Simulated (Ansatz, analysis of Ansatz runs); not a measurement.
# U centre (hydride ion on a halide site) in LiF: local vibrational mode, r2SCAN, part 2 of 2

Aim: the local vibrational mode of the U centre (hydride ion on a halide site) in LiF, to be set beside the measurement. Set-up: r2SCAN, 128-site cell, r2SCAN lattice, 500 eV, k: the single point 1/4 1/4 1/4. The model is a cell of 128 host atoms with 1 F taken out and 1 H put in. The frequencies come from force constants among the defect atom and its neighbours, with the masses of the isotopes named. A meta-GGA costs about twice a GGA and mends lattice constants and part of the gap.

Ansatz 0.2.0; r2SCAN, 128-site cell, r2SCAN lattice, 500 eV, k: the single point 1/4 1/4 1/4.

So far: The starting structure; Relaxation, charge 0.

## (2) Relaxation, charge 0 (continued)

Level of this step: plane-wave PAW DFT, r2SCAN; relaxation of all atoms of a defect supercell (Ansatz).

Step by step:

```csv
step,energy less that of the first step (eV),largest force component (eV/Å)
1,0.0000,0.0447
2,-0.0009,0.0180
3,-0.0012,0.0067
```

Forces are held to the 12 operations that the run works with; a distortion that breaks them can't arise in this run.

Neighbours of H52 at the end:

| atom | distance (Å) |
| --- | --- |
| Li59 | 2.003 |
| Li83 | 2.003 |
| Li53 | 2.003 |
| Li91 | 2.003 |
| Li61 | 2.003 |
| Li85 | 2.003 |
| F28 | 2.823 |
| F76 | 2.823 |
| F58 | 2.823 |
| F82 | 2.823 |
| F46 | 2.823 |
| F22 | 2.823 |
| F20 | 2.823 |
| F84 | 2.823 |
| F60 | 2.823 |
| F54 | 2.823 |

Numbers from this step:

* free energy: -64376.7672 eV

## (3) Local vibrational modes

A local mode lives on the defect and the atoms next to it, so only the sites listed in the input are displaced, which costs far fewer SCF runs than the whole cell would.

This step: plane-wave PAW DFT, r2SCAN; finite-displacement force constants among the atoms nearest to a defect, the others at rest.

modes/input.yaml reads:

```yaml
crystal:
  lattice:
    - [0.0, 7.97957509, 7.97957509]
    - [7.97957509, 0.0, 7.97957509]
    - [7.97957509, 7.97957509, 0.0]
  atoms:
    - { symbol: Li, position: [-3.0713e-05, 2.9926e-05, -3.0713e-05] }
    - { symbol: F, position: [0.124996412, 0.12499819, 0.124996412] }
[... 25 atom lines left out ...]
    - { symbol: F, position: [0.124848631, 0.875151369, 0.375] }
[... 17 atom lines left out ...]
    - { symbol: F, position: [0.375, 0.374848631, 0.625151369] }
[... 5 atom lines left out ...]
    - { symbol: H, position: [0.375, 0.625, 0.375] }
    - { symbol: Li, position: [0.249504963, 0.499504963, 0.500485984] }
[... 4 atom lines left out ...]
    - { symbol: F, position: [0.375, 0.875151369, 0.124848631] }
    - { symbol: Li, position: [0.249504963, 0.750485984, 0.249504963] }
[... 1 atom line left out ...]
    - { symbol: Li, position: [0.249514016, 0.750495037, 0.500495037] }
[... 14 atom lines left out ...]
    - { symbol: F, position: [0.625151369, 0.374848631, 0.375] }
[... 5 atom lines left out ...]
    - { symbol: F, position: [0.625151369, 0.625, 0.124848631] }
    - { symbol: Li, position: [0.500485984, 0.499504963, 0.249504963] }
[... 1 atom line left out ...]
    - { symbol: Li, position: [0.500495037, 0.499514016, 0.500495037] }
[... 5 atom lines left out ...]
    - { symbol: Li, position: [0.500495037, 0.750495037, 0.249514016] }
[... 36 atom lines left out ...]
    - { symbol: F, position: [0.875000305, 0.875016101, 0.875000305] }
basis:
  ecutwfc: 500
  xc_grid: 2
hamiltonian:
  xc: r2scan
kpoints:
  mp_grid: { grid: [1, 1, 1], shift: [0.25, 0.25, 0.25] }
scf:
  occupations: { method: fermi_dirac, width: 0.01 }
  max_iter: 120
output: {}
checkpoint:
  read: "../relax.run"
phonons:
  supercell: [1, 1, 1]
  displaced_sites: [51, 52, 58, 60, 82, 84, 90]
```

The run is started by

```bash
$ ansatz run input.yaml --threads 2 --pin off --max-ram 4710MiB --backend cpu --events-out ev --progress --plain --runs-dir out
```

Numbers of over 12 decimals in the logs are rounded to 6 here.

What it wrote:

```text
[...]
Warning: the atoms were moved onto the symmetric positions of the space group found under crystal.symmetry.tolerance 1.0e-5 (fractional; [...]
Warning: basis.xc_grid 2: finite-displacement phonons take 5 at the least, and a number is run as typed, so the frequencies can be off [figures from the program's tests cut]
Warning: checkpoint.read: the run can stay near the saved state's solution: 62 site(s) moved relative to the saved geometry (max |Δs| = 9.053e-6 fractional); [...]
[...]
Crystal: 128 atoms, lattice volume = 1016.177 Å³
Basis set: ecut = 500 eV, 25821 PW (Γ), exchange–correlation on 180×180×180 points (8 copies of the dense FFT grid, shifted against one another)
Bands: 445, of which v1, the nominal top of the filled ones, is band 317 counted from 1 (316 counted from 0)
Symmetry: 12 space group operations
k-points: 1
[...]
force constants formed among 7 of 128 sites (H 51, Li 52, Li 58, Li 60, Li 82, Li 84, Li 90); the other 121 at rest. The modes move the named sites alone.
  the frequencies, the zero-point energy and the sums are of the block with the acoustic sum rule laid on its rows. Row sums over every site: 2.9e-1 eV/Å² at the most
  transpose residual: 3.4e-5 eV/Å²
  largest component of a force at the reference: 2.5e-3 eV/Å on a named site, 6.8e-3 eV/Å on a site at rest
  frequencies among the named sites at Γ of the cell (cm⁻¹): 325.52 325.52 325.57 346.29 346.29 357.05 357.05 357.05 374.49 374.49 374.53 414.40 414.44 414.44 454.51 454.55 454.55 501.44 1006.58 1006.58 1007.37
  unstable modes among the named sites: 0
  frequencies as built, with no sum rule (cm⁻¹): 342.67 342.67 342.73 354.76 354.76 366.77 366.78 366.78 389.49 389.49 389.53 426.53 426.56 426.56 466.95 466.99 466.99 507.32 1006.70 1006.70 1007.49
  zero-point energy: 0.619469 eV/cell   skipped modes (ω ≤ 0): 0
  not written: the harmonic force-constant file, the file of eigenvectors (these modes' are written with the force constants), the density of states and the dispersion, which are of every site
[key lines of the parts left out:]
SCF converged after 2 iterations
Free energy (F): -64376.767199 eV
Fermi energy:    6.964312 eV
```

Wall time 4.9 min (2 threads of Intel Xeon Platinum 8375C at 2.90GHz (Ice Lake), shared host); peak memory 3.6 GiB.

Reading the cycles: dr2 is the Hartree energy of the density residual (eV), the measure of convergence; HF is the Harris–Foulkes estimate of the energy, which meets the free energy F at convergence.

Numbers from this step:

```
free energy : -64376.7672 eV
```

The modes with the largest weight on the probed atoms (the light atom of a pair), for the masses of each isotope. Modes of the displaced atoms (local only where they lie over the host's phonons):

| isotopes | mode (cm⁻¹) | share of the defect atoms |
| --- | --- | --- |
| H | 1008 | 0.986 |
| H | 1007 | 0.986 |
| H | 1007 | 0.986 |
| D | 718.9 | 0.958 |
| D | 718.3 | 0.958 |
| D | 718.3 | 0.958 |

## (4) Summary of results

```
distance from the defect atom to its nearest neighbour : 2.003 Å
threefold local mode of H-                             : 1007 cm⁻¹
threefold local mode of D-                             : 718 cm⁻¹
time of the whole chain                                : 6.6 min on 2 threads
```

**Reading.** Threefold local mode of H-: computed 1007 cm⁻¹, measured 1024 cm⁻¹; 17 cm⁻¹ (2 %) below the measurement. Threefold local mode of D-: computed 718 cm⁻¹, measured 746 cm⁻¹; 28 cm⁻¹ (4 %) below the measurement. The ion's well is wide, so the mode is sensitive to the lattice constant, one possible source of the difference. Only the named neighbours move, so modes near the host's band are approximate.

[Logs are printed without paths, hosts, clocks, repeated set-up lines and the standing remarks that a program may print on its own settings, such as how far it seeks lower states.]

[Hosts, paths, dates, database ids (printed as entryN), source tags and the programs' standing remarks are cut or masked in the printed files.]

[For some hosts the program warned that the k-mesh of the response run may be too coarse for force constants and the static dielectric constant; such warnings are not shown here.]
